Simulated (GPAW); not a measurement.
# Work function of puckered SnSe monolayer at several levels, part 3 of 3

How far do functional and basis move the work function of puckered SnSe monolayer? Where a layer proves gapped, the work function hangs on where the smearing puts the Fermi level, and the band edges take its place.

GPAW 26.7.0; GPAW, PAW setups; layer in a repeated cell with vacuum, relaxation of atoms and in-plane cell (the session's first sound run).

So far, upper work function (eV): step 3 (the slab's potential, PBE, GPAW) 3.98; step 6 (revPBE) 3.86; step 7 (RPBE) 3.85; step 8 (GPAW, PAW setups) 4.34; step 9 (mode fd, grid spacing 0.18 Å, PBE, GPAW) 3.98.

## (10) Atomic orbitals: mode = "lcao" (continued)

Level of this step: GPAW, PAW setups; slab in vacuum (GPAW).

Electrostatic potential energy of an electron (without an applied field's), less the Fermi level, planar mean against z:

```
z (Å)  electrostatic potential energy of an electron (without an applied field's), less the Fermi level, planar mean (eV)
  0.0                                                                                                                3.96
  0.5                                                                                                                3.96
  1.0                                                                                                                3.96
  1.5                                                                                                                3.96
  2.0                                                                                                                3.96
  2.5                                                                                                                3.96
  3.0                                                                                                                3.96
  3.5                                                                                                                3.96
  4.0                                                                                                                3.96
  4.5                                                                                                                3.96
  5.0                                                                                                                3.96
  5.5                                                                                                                3.96
  6.0                                                                                                                3.95
  6.5                                                                                                                3.94
  7.0                                                                                                                3.83
  7.5                                                                                                                3.27
  8.0                                                                                                               0.867
  8.5                                                                                                               -7.82
  9.0                                                                                                               -20.7
  9.5                                                                                                               -9.37
 10.0                                                                                                              -0.169
 10.5                                                                                                                1.21
 11.0                                                                                                               -3.52
 11.5                                                                                                               -17.3
 12.0                                                                                                               -15.5
 12.5                                                                                                               -2.16
 13.0                                                                                                                2.50
 13.5                                                                                                                3.66
 14.0                                                                                                                3.90
 14.5                                                                                                                3.95
 15.0                                                                                                                3.96
 15.5                                                                                                                3.96
 16.0                                                                                                                3.96
 16.5                                                                                                                3.96
 17.0                                                                                                                3.96
 17.5                                                                                                                3.96
 18.0                                                                                                                3.96
 18.5                                                                                                                3.96
 19.0                                                                                                                3.96
 19.5                                                                                                                3.96
 20.0                                                                                                                3.96
 20.5                                                                                                                3.96
```

The highest filled level lies 0.584 eV under the Fermi level, so the ionisation energy from the upper face is 3.956 + 0.584 = 4.540 eV, against 4.555 eV in the base run.

## (11) Cost and result by level

Times are for 1 thread of Arm Neoverse V2, shared host. The runs compared:

```
no.         run  upper ionisation energy (eV)     time  memory (GiB)
  1          pw                         4.555     67 s          0.29
  2  optPBE vdW                         4.729     78 s          0.49
  3         LDA                         4.844     69 s          0.29
  4      revPBE                         4.453     67 s          0.29
  5        RPBE                         4.445     67 s          0.29
  6     vdW DF2                         4.850     81 s           0.5
  7          fd                         4.553  5.9 min           1.2
  8        lcao                         4.540     41 s          0.37
```

## (12) Side by side

Results and costs are gathered.

This step: comparison of work functions, dipole and cost (GPAW 26.7.0).

Ladder, by row:

```
      step  code  work function, upper (eV)  work function, lower (eV)  dipole (e Å)  wall time (s)  peak memory (GiB)  threads
        pw  GPAW                      3.984                      3.984       1.71e-4          67.18               0.29        1
optPBE-vdW  GPAW                      4.121                      4.121       1.83e-4          77.58               0.49        1
       LDA  GPAW                      4.308                      4.308       1.74e-4          69.35               0.29        1
    revPBE  GPAW                      3.861                      3.861       1.72e-4          66.71               0.29        1
      RPBE  GPAW                      3.847                      3.847       1.70e-4          67.28               0.29        1
   vdW-DF2  GPAW                       4.34                       4.34       1.74e-4          80.85                0.5        1
        fd  GPAW                      3.984                      3.984       8.36e-8          354.6               1.21        1
      lcao  GPAW                      3.956                      3.956      -5.12e-7          41.15               0.37        1
```

## (13) A changed run

One more run, with changed settings.

This step: GPAW, PAW setups; slab in vacuum (GPAW 26.7.0).

Input file run.py:

```python
import json
import numpy as np
from ase import Atoms
from gpaw import GPAW, PW

slab = Atoms(
    ['Sn', 'Se', 'Se', 'Sn'],
    positions=[
        [0.12237, 0.00000, 9.00000],
        [2.08282, 2.14068, 9.03474],
        [4.28787, 0.00000, 11.71005],
        [2.32754, 2.14068, 11.74479]],
    cell=[[4.41008, -0.0, 0.0], [0.0, 4.28136, 0.0], [0.0, 0.0, 20.7448]],
    pbc=[True, True, True])

slab.calc = GPAW(mode=PW(400), xc='PBE', kpts={'size': (6, 7, 1), 'gamma': True},
                 occupations={'name': 'fermi-dirac', 'width': 0.05}, nbands='200%',
                 convergence={'density': 1e-05}, maxiter=100,
                 poissonsolver={'dipolelayer': 'xy'},
                 symmetry={'tolerance': 1e-3}, txt='slab.txt')
result = {}
energy = slab.get_potential_energy()
fermi = slab.calc.get_fermi_level()
v = slab.calc.get_electrostatic_potential().mean((0, 1)) - fermi
n = slab.calc.get_pseudo_density().mean((0, 1))
L = slab.cell[2, 2]
z = np.arange(len(v)) * L / len(v)
low, high = slab.positions[:, 2].min(), slab.positions[:, 2].max()
below, above = np.interp([low - 6.8, high + 6.8], z, v)
slopes = [np.interp(x, z, np.gradient(v, z)) for x in (low - 6.8, high + 6.8)]
eps = np.array([[slab.calc.get_eigenvalues(k, s) for k in range(len(slab.calc.get_ibz_k_points()))]
                for s in range(slab.calc.get_number_of_spins())]) - fermi
top, bottom = eps[eps < 0].max(), eps[eps > 0].min()
dipole = slab.get_dipole_moment()[2]
print(f'energy {energy:.4f} eV, Fermi level {fermi:.4f} eV, dipole {dipole:.5f} e A')
print(f'potential 6.8 A off the faces, from the Fermi level: lower {below:.4f} eV, upper {above:.4f} eV')
print(f'slope of the potential there: lower {slopes[0]:.5f}, upper {slopes[1]:.5f} eV/A')
print(f'nearest levels on the mesh: {top:.4f} and {bottom:.4f} eV')
print('magnetic moment', round(slab.get_magnetic_moment(), 3))
result.update(energy=energy, fermi=fermi, dipole=dipole, below=below, above=above, slopes=slopes, edges=[top, bottom],
              z=z.tolist(), v=v.tolist(), n=n.tolist(), positions=slab.positions.tolist(),
              forces=slab.get_forces(apply_constraint=False).tolist(), moments=slab.get_magnetic_moments().tolist())
json.dump(result, open('result.json', 'w'))
```

Launch:

```
$ OMP_NUM_THREADS=1 OPENBLAS_NUM_THREADS=1 python run.py
```

The log of the run:

```text
AssertionError
```

Wall time 0.78 s (1 thread of Arm Neoverse V2, shared host); peak memory 0.14 GiB.

The input was rejected at the start.

The fault put into the input: a dipole layer in a cell that repeats along the normal (pbc_z = true).

## (14) Summary of results

```
work function, both faces (Fermi level placed in the gap by the smearing)        : 3.98 eV
ionisation energy from the upper face (highest filled level on the mesh)         : 4.55 eV
electron affinity from the upper face (lowest empty Kohn-Sham level on the mesh) : 3.43 eV
dipole along the normal                                                          : 1.7e-4 e Å, near the numerical noise
```

**Reading.** With plane waves and PBE the ionisation energy from the upper face is 4.55 eV and the Kohn-Sham electron affinity 3.43 eV. The levels nearest the Fermi level on the mesh lie 1.13 eV apart, so the slab is gapped there: the smearing puts the Fermi level inside the gap, and from either face the ionisation energy is the work function plus 0.57 eV. Both are Kohn-Sham levels on the mesh, and semilocal gaps are too small, so the affinity tends to come out too large and the ionisation energy too small. Work functions of a gapped slab move with the place of the Fermi level in the gap; over the runs without a planted fault the highest filled level on the mesh lies 4.44 (RPBE) to 4.85 eV (vdW-DF2) under the upper vacuum level. The layer's cell and atoms come from the relaxation; spin-orbit coupling and temperature are left out.

[Logs are printed without paths, hosts, clocks, repeated set-up lines and the standing remarks that a program may print on its own settings, such as how far it seeks lower states.]

[Hosts, paths, dates, database ids (printed as entryN), source tags and the programs' standing remarks are cut or masked in the printed files.]
